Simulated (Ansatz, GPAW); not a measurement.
# STM contrast on a 7-layer slab of Cr(100), part 2 of 3

Wanted: filled- and empty-state images of a 7-layer slab of Cr(100), with its work function.

GPAW 26.7.0 and Ansatz 0.2.0; Ansatz plane waves; slab in vacuum with a dipole correction, relaxation; PAW set soft_1 (the session's first sound run).

So far, upper work function (eV): step 2 (relaxing the atoms) 3.71.

## (3) The slab's potential

With the geometry fixed, the planar mean of the potential gives the vacuum level on each side.

This step: GPAW, PAW setups; slab in vacuum (GPAW 26.7.0).

Contents of run.py:

```python
import json
import numpy as np
from ase import Atoms
from ase.dft.stm import STM
from gpaw import GPAW, PW

slab = Atoms(
    ['Cr', 'Cr', 'Cr', 'Cr', 'Cr', 'Cr', 'Cr'],
    positions=[
        [0.00000, 0.00000, 7.00000],
        [1.44000, 1.44000, 8.44000],
        [0.00000, 0.00000, 9.88000],
        [1.44000, 1.44000, 11.31570],
        [-0.00000, -0.00000, 12.72638],
        [1.44000, 1.44000, 14.20907],
        [-0.00000, 0.00000, 15.54707]],
    cell=[[2.88, 0.0, 0.0], [0.0, 2.88, 0.0], [0.0, 0.0, 22.64]],
    pbc=[True, True, False],
    magmoms=[2.0, -2.0, 2.0, -2.0, 2.0, -2.0, 2.0])

slab.calc = GPAW(mode=PW(400), xc='PBE', kpts={'size': (11, 11, 1), 'gamma': True},
                 occupations={'name': 'fermi-dirac', 'width': 0.1}, nbands='160%',
                 convergence={'density': 1e-05}, maxiter=200,
                 poissonsolver={'dipolelayer': 'xy'},
                 symmetry={'tolerance': 1e-3}, txt='slab.txt')
result = {}
energy = slab.get_potential_energy()
fermi = slab.calc.get_fermi_level()
v = slab.calc.get_electrostatic_potential().mean((0, 1)) - fermi
n = slab.calc.get_pseudo_density().mean((0, 1))
L = slab.cell[2, 2]
z = np.arange(len(v)) * L / len(v)
low, high = slab.positions[:, 2].min(), slab.positions[:, 2].max()
below, above = np.interp([low - 4.8, high + 4.8], z, v)
slopes = [np.interp(x, z, np.gradient(v, z)) for x in (low - 4.8, high + 4.8)]
eps = np.array([[slab.calc.get_eigenvalues(k, s) for k in range(len(slab.calc.get_ibz_k_points()))]
                for s in range(slab.calc.get_number_of_spins())]) - fermi
top, bottom = eps[eps < 0].max(), eps[eps > 0].min()
dipole = slab.get_dipole_moment()[2]
print(f'energy {energy:.4f} eV, Fermi level {fermi:.4f} eV, dipole {dipole:.5f} e A')
print(f'potential 4.8 A off the faces, from the Fermi level: lower {below:.4f} eV, upper {above:.4f} eV')
print(f'slope of the potential there: lower {slopes[0]:.5f}, upper {slopes[1]:.5f} eV/A')
print(f'nearest levels on the mesh: {top:.4f} and {bottom:.4f} eV')
print('magnetic moment', round(slab.get_magnetic_moment(), 3))
result.update(energy=energy, fermi=fermi, dipole=dipole, below=below, above=above, slopes=slopes, edges=[top, bottom],
              z=z.tolist(), v=v.tolist(), n=n.tolist(), positions=slab.positions.tolist(),
              forces=slab.get_forces(apply_constraint=False).tolist(), moments=slab.get_magnetic_moments().tolist())

# Images need the states of the whole zone, up to time reversal
slab.calc = slab.calc.fixed_density(symmetry={'point_group': False}, txt='states.txt', nbands='280%',
                                    convergence={'bands': 'CBM+2.3'})
stm = STM(slab)
result['stm'] = []
for bias in [-1.5, 2.0]:
    height = high + 3.0
    current = stm.get_averaged_current(bias, height)
    x, y, h = stm.scan(bias, current)
    i, f = divmod(height / L * stm.ldos.shape[2], 1)
    I = abs((1 - f) * stm.ldos[:, :, int(i)] + f * stm.ldos[:, :, int(i) + 1])
    print(f'bias {bias} V: mean current at 3.0 A {current:.4e}, corrugation {np.ptp(h):.4f} A')
    result['stm'].append(dict(bias=bias, current=current, h=(h - high).tolist(), I=I.tolist()))
json.dump(result, open('result.json', 'w'))
```

Run with:

```
OMP_NUM_THREADS=1 OPENBLAS_NUM_THREADS=1 python run.py
```

Log:

```text
energy -62.5881 eV, Fermi level 2.9251 eV, dipole -0.00009 e A
potential 4.8 A off the faces, from the Fermi level: lower 3.6857 eV, upper 3.7061 eV
slope of the potential there: lower -0.00220, upper 0.00216 eV/A
nearest levels on the mesh: -0.0037 and 0.0162 eV
magnetic moment 3.976
bias -1.5 V: mean current at 3.0 A 8.1097e-04, corrugation 0.0281 A
bias 2.0 V: mean current at 3.0 A 2.9277e-03, corrugation 0.1029 A
```

It took 11 min on 1 thread of Intel Xeon 6975P-C (Granite Rapids), shared host; peak memory 0.79 GiB.

Numbers from this step:

- dipole along the normal: -9.02e-5 e·Å
- levels nearest the Fermi level on the mesh: -0.003710, 0.01623 eV from the Fermi level
- upper work function: 3.706 eV
- lower work function: 3.686 eV
- site moments: 2.676, -1.659, 1.331, -1.303, 1.338, -1.556, 2.475 μB
- corrugation -1.5: 0.02811 Å
- corrugation 2: 0.1029 Å
- sum of the site moments: 3.303 μB

The electrostatic potential energy of an electron (without an applied field's), less the Fermi level, planar mean oscillates, so the rows of the table below give means over windows of 1.4 Å about each position, cut where the curve ends. Its maxima inside the range that stand out by 2 % of the span (Å: eV): 7.8: -6.70, 9.2: -6.71, 10.6: -6.71, 12.1: -7.13, 13.5: -6.13, 14.9: -8.19. Its minima: 7.0: -15.1, 8.4: -15.4, 9.9: -15.3, 11.3: -15.4, 12.7: -15.4, 14.2: -15.6, 15.5: -15.3.

Electrostatic potential energy of an electron (without an applied field's), less the Fermi level, planar mean against z; means over each step:

```
z (Å)  electrostatic potential energy of an electron (without an applied field's), less the Fermi level, planar mean (eV)
 0.70                                                                                                                3.69
 2.10                                                                                                                3.69
 3.50                                                                                                                3.66
 4.90                                                                                                                3.23
 6.30                                                                                                               -4.61
 7.70                                                                                                               -10.7
 9.10                                                                                                               -10.8
10.50                                                                                                               -10.7
11.90                                                                                                               -11.0
13.30                                                                                                               -10.3
14.70                                                                                                               -11.9
16.10                                                                                                               -6.35
17.50                                                                                                                3.09
18.90                                                                                                                3.68
20.30                                                                                                                3.71
21.70                                                                                                                3.71
```

The pseudo valence density, planar mean oscillates, so the rows of the table below give means over windows of 1.4 Å about each position, cut where the curve ends. Its maxima inside the range that stand out by 2 % of the span (Å: e/Å³): 7.1: 0.583, 8.4: 0.611, 9.9: 0.615, 11.2: 0.602, 12.7: 0.617, 14.2: 0.620, 15.5: 0.613. Its minima: 7.8: 0.422, 9.1: 0.422, 10.6: 0.421, 12.1: 0.433, 13.4: 0.404, 14.9: 0.465.

Table of pseudo valence density, planar mean by z; means over each step:

z (Å), pseudo valence density, planar mean (e/Å³) and a bar:
```
     2.10      0.000 
     3.50      0.001 
     4.90      0.012 #
     6.30      0.251 ##############
     7.70      0.495 ############################
     9.10      0.500 ############################
    10.50      0.502 ############################
    11.90      0.511 #############################
    13.30      0.487 ############################
    14.70      0.531 ##############################
    16.10      0.311 ##################
    17.50      0.016 #
    18.90      0.001 
    20.30      0.000
```

Tip height over the top atom over a1 and a2. Sample bias -1.5 V, constant current at the mean current 3.0 Å over the top atom.

Ten even steps from '_' (2.984 Å) to '@' (3.012 Å):
```
@@@@@@%%##**######**##%%@@@@
@@@@@@##**************##@@@@
%%%%##**++==========++**##%%
####**++--------------++**##
##****==--::......::--==****
%%##**==--..______..--==**##
%%##**==--..______..--==**##
%%##**==--..______..--==**##
##****==--::......::--==****
####**++--------------++**##
%%%%##**++==========++**##%%
@@@@@@##**************##@@@@
@@@@@@%%##**######**##%%@@@@
@@@@@@%%####%%%%%%####%%@@@@
```
Columns: a1 from 0 to 0.929; rows upwards: a2 from 0 to 0.929.

Local density of states summed over the bias window over a1 and a2. Sample bias -1.5 V, constant height 3.0 Å over the top atom.

Ten even steps from '0' (7.84 × 1e-4 arbitrary) to '9' (8.28 × 1e-4 arbitrary):
```
99987777777899
99976666666799
88765555555678
77654433344567
77654211124567
87653100013567
87653100013567
87653100013567
77654211124567
77654433344567
88765555555678
99976666666799
99987777777899
99987788877899
```
Columns: a1 from 0 to 0.929; rows upwards: a2 from 0 to 0.929.

Tip height over the top atom over a1 and a2. Sample bias 2 V, constant current at the mean current 3.0 Å over the top atom.

Values in Å, 14 rows by 14 columns:
```
3.05 3.05 3.04 3.03 3.02 3.01 3.00 3.00 3.00 3.01 3.02 3.03 3.04 3.05
3.04 3.04 3.03 3.02 3.01 3.00 3.00 3.00 3.00 3.00 3.01 3.02 3.03 3.04
3.03 3.03 3.02 3.01 3.00 2.99 2.99 2.99 2.99 2.99 3.00 3.01 3.02 3.03
3.02 3.02 3.01 3.00 2.99 2.98 2.98 2.98 2.98 2.98 2.99 3.00 3.01 3.02
3.01 3.01 3.00 2.99 2.98 2.97 2.96 2.96 2.96 2.97 2.98 2.99 3.00 3.01
3.00 3.00 3.00 2.99 2.98 2.96 2.96 2.95 2.96 2.96 2.98 2.99 3.00 3.00
3.00 3.00 3.00 2.99 2.98 2.96 2.95 2.95 2.95 2.96 2.98 2.99 3.00 3.00
3.00 3.00 3.00 2.99 2.98 2.96 2.96 2.95 2.96 2.96 2.98 2.99 3.00 3.00
3.01 3.01 3.00 2.99 2.98 2.97 2.96 2.96 2.96 2.97 2.98 2.99 3.00 3.01
3.02 3.02 3.01 3.00 2.99 2.98 2.98 2.98 2.98 2.98 2.99 3.00 3.01 3.02
3.03 3.03 3.02 3.01 3.00 2.99 2.99 2.99 2.99 2.99 3.00 3.01 3.02 3.03
3.04 3.04 3.03 3.02 3.01 3.00 3.00 3.00 3.00 3.00 3.01 3.02 3.03 3.04
3.05 3.05 3.04 3.03 3.02 3.01 3.00 3.00 3.00 3.01 3.02 3.03 3.04 3.05
3.05 3.05 3.04 3.03 3.02 3.01 3.00 3.00 3.00 3.01 3.02 3.03 3.04 3.05
```
Columns: a1 from 0 to 0.929; rows upwards: a2 from 0 to 0.929.

Local density of states summed over the bias window over a1 and a2. Sample bias 2 V, constant height 3.0 Å over the top atom.

Ten even steps from '_' (2.66 × 1e-3 arbitrary) to '@' (3.19 × 1e-3 arbitrary):
```
@@@@%%##**++++++++++**##%%@@
%%%%%%##++++======++++##%%%%
######**====------====**####
****++==----::::::----==++**
++++++==--::......::--==++++
++++==--::..______..::--==++
++++==--::..______..::--==++
++++==--::..______..::--==++
++++++==--::......::--==++++
****++==----::::::----==++**
######**====------====**####
%%%%%%##++++======++++##%%%%
@@@@%%##**++++++++++**##%%@@
@@@@%%##**++++++++++**##%%@@
```
Columns: a1 from 0 to 0.929; rows upwards: a2 from 0 to 0.929.

Site moment by atom:

```
atom  site moment (μB)
 Cr1              2.68
 Cr2             -1.66
 Cr3              1.33
 Cr4             -1.30
 Cr5              1.34
 Cr6             -1.56
 Cr7              2.48
```

Force by atom:

```
atom  x (eV/Å)  y (eV/Å)  z (eV/Å)   size
 Cr1     0.000     0.000     0.340  0.340
 Cr2     0.000     0.000    -0.457  0.457
 Cr3     0.000     0.000     0.053  0.053
 Cr4     0.000     0.000     0.007  0.007
 Cr5     0.000     0.000    -0.033  0.033
 Cr6     0.000     0.000     0.008  0.008
 Cr7     0.000     0.000     0.081  0.081
```

The potential is flat to 0.002 eV/Å where it is read, so the vacuum is wide enough. The geometry is the other program's minimum; here the largest force on a free atom is 0.081 eV/Å.

(Continued in part 3 of 3.)

[Logs are printed without paths, hosts, clocks, repeated set-up lines and the standing remarks that a program may print on its own settings, such as how far it seeks lower states.]

[Hosts, paths, dates, database ids (printed as entryN), source tags and the programs' standing remarks are cut or masked in the printed files.]
